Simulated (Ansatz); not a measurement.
# Na+ TFSI- in acetonitrile and a fluorinated ether (TTE) and diethyl carbonate: a series in repeats of the contents

Do the results settle as the cell grows, and how fast does the cost rise?

Computed with Ansatz 0.2.0: Kohn-Sham DFT, PBE+D3(BJ), PAW (set soft_2). Every run is a single point, with the atoms held where the recipe put them (cutoff of the plane-wave runs 420 eV, fixed occupations).

First member: 1 acetonitrile, 2 a fluorinated ether (TTE), 2 diethyl carbonate, 2 Na+, 2 TFSI- placed at random, at 1.48 g/cm³; overlaps pushed apart, then 10 ps at 550 K with Joung-Cheatham ions (J. Phys. Chem. B 112, 9020 (2008)); MMFF94 bonds, angles, torsions, charges and radii (Halgren, J. Comput. Chem. 17, 490 (1996)) in harmonic and 12-6 forms; charges of ions scaled by 0.8. Snapshot after 30 ps at 300 K and fixed volume.

Last member: 3 acetonitrile, 6 a fluorinated ether (TTE), 6 diethyl carbonate, 6 Na+, 6 TFSI- placed at random, at 1.48 g/cm³; overlaps pushed apart, then 10 ps at 550 K with Joung-Cheatham ions (J. Phys. Chem. B 112, 9020 (2008)); MMFF94 bonds, angles, torsions, charges and radii (Halgren, J. Comput. Chem. 17, 490 (1996)) in harmonic and 12-6 forms; charges of ions scaled by 0.8. Snapshot after 30 ps at 300 K and fixed volume.

The members:

```csv
repeats of the contents,reduced formula,atoms,valence electrons,k-mesh,basis,density (g/cm³)
1,Na2H31C26S4N3O16F28,110,484,1×1×1,plane waves,1.48
2,Na2H31C26S4N3O16F28,220,968,1×1×1,plane waves,1.48
3,Na2H31C26S4N3O16F28,330,1452,1×1×1,plane waves,1.48
```

Each cell is one sample from a classical run, so sample-to-sample scatter enters every column; pressures lack the kinetic term, and hold the strain of bonds inside molecules, whose lengths the classical model set.

The input of the first member, without its atom lines; other members have their own cell and atoms, and may differ in mesh, basis and outputs:

```yaml
crystal:
  lattice:
    - [11.46756, 0.0, 0.0]
    - [0.0, 11.46756, 0.0]
    - [0.0, 0.0, 11.46756]
  atoms:
    [... 110 lines ...]
kpoints:
  mp_grid: { grid: [1, 1, 1] }
hamiltonian:
  xc: pbe
  dispersion: d3bj
scf:
  occupations: { method: fixed }
output:
  forces: true
  stress: true
  populations: true
  dos:
    method: { smearing: { sigma: 0.15 } }
    de: 0.1
    projected: { site_lists: { C: [C], F: [F], H: [H], "N": ["N"], Na: [Na] } }
  eigenvalues: true
  write_density: true
  write_potential: true
  volumetric_format: npy
```

Results; charges are mean Löwdin charges in e:

| repeats of the contents | energy less the largest cell's (meV/atom) | pressure (GPa) | r.m.s. force (eV/Å) | gap (eV) | q(S) | q(N) | q(Na) |
| --- | --- | --- | --- | --- | --- | --- | --- |
| 1 | -3.6 | 0.629 | 0.949 | 5.30 | +2.16 | -0.65 | +0.78 |
| 2 | -1.6 | 1.74 | 0.962 | 4.43 | +2.19 | -0.63 | +0.78 |
| 3 | 0.0 | 1.61 | 1.05 | 4.48 | +2.21 | -0.65 | +0.77 |

The gap is that between the highest filled and lowest empty Kohn-Sham level on the run's k-points, and semilocal functionals tend to put gaps under measured ones. The projection misses up to 0.056 e an atom, so the charges add up to more than the cell's charge.

Cost on 8 threads of Arm Neoverse V1, shared host:

| repeats of the contents | atoms | basis | k-mesh | SCF cycles | time | host memory (GiB) | Δ force from the first basis (meV/Å) |
| --- | --- | --- | --- | --- | --- | --- | --- |
| 1 | 110 | plane waves | 1×1×1 | 10 | 13 s | 1.9 | - |
| 1 | 110 | support functions | 1×1×1 | 18 | 1.8 min | 5.0 | 5.6 |
| 2 | 220 | plane waves | 1×1×1 | 11 | 72 s | 5.3 | - |
| 2 | 220 | support functions | 1×1×1 | 21 | 3.9 min | 8.2 | 5.6 |
| 3 | 330 | plane waves | 1×1×1 | 12 | 3.8 min | 9.6 | - |

The force difference holds the basis error of the plane-wave run too, whose cutoff is lower than the one behind the functions' grid. Times include the outputs that each run asked for, on hosts shared with other jobs.

**Reading.** The energy per atom of the smallest cell lies 3.6 meV below that of the largest; what changes from cell to cell is the k-sampling and the sample. The two largest cells differ by 1.6 meV/atom. The gap is lowest at 2 (4.43 eV) and highest at 1 (5.3 eV), with no steady trend; in single samples it varies with the configuration. The mean charge on S goes steadily from +2.16 e at 1 to +2.21 e at 3. The pressure is lowest at 1 (0.63 GPa) and highest at 2 (1.7 GPa), with no steady trend. Support functions take 8.6 times the wall time of plane waves at 110 atoms and 3.2 times at 220 (the times hold unlike extra outputs; shared hosts, so rough).

Caveats: The network of contacts between molecules at the start is that of the classical potential that made the cell, and needn't be the one that DFT or experiment would give. The cells aren't relaxed by DFT, which could reorder their energies.

[Logs are printed without paths, hosts, clocks, repeated set-up lines and the standing remarks that a program may print on its own settings, such as how far it seeks lower states.]

[Hosts, paths, dates, database ids (printed as entryN), source tags and the programs' standing remarks are cut or masked in the printed files.]

[The MMFF94 radii named for the starting cell were scaled by 0.96; in molecules described by MMFF94, hydrogen bound to N, O or S took a small fixed 12-6 site in their place.]
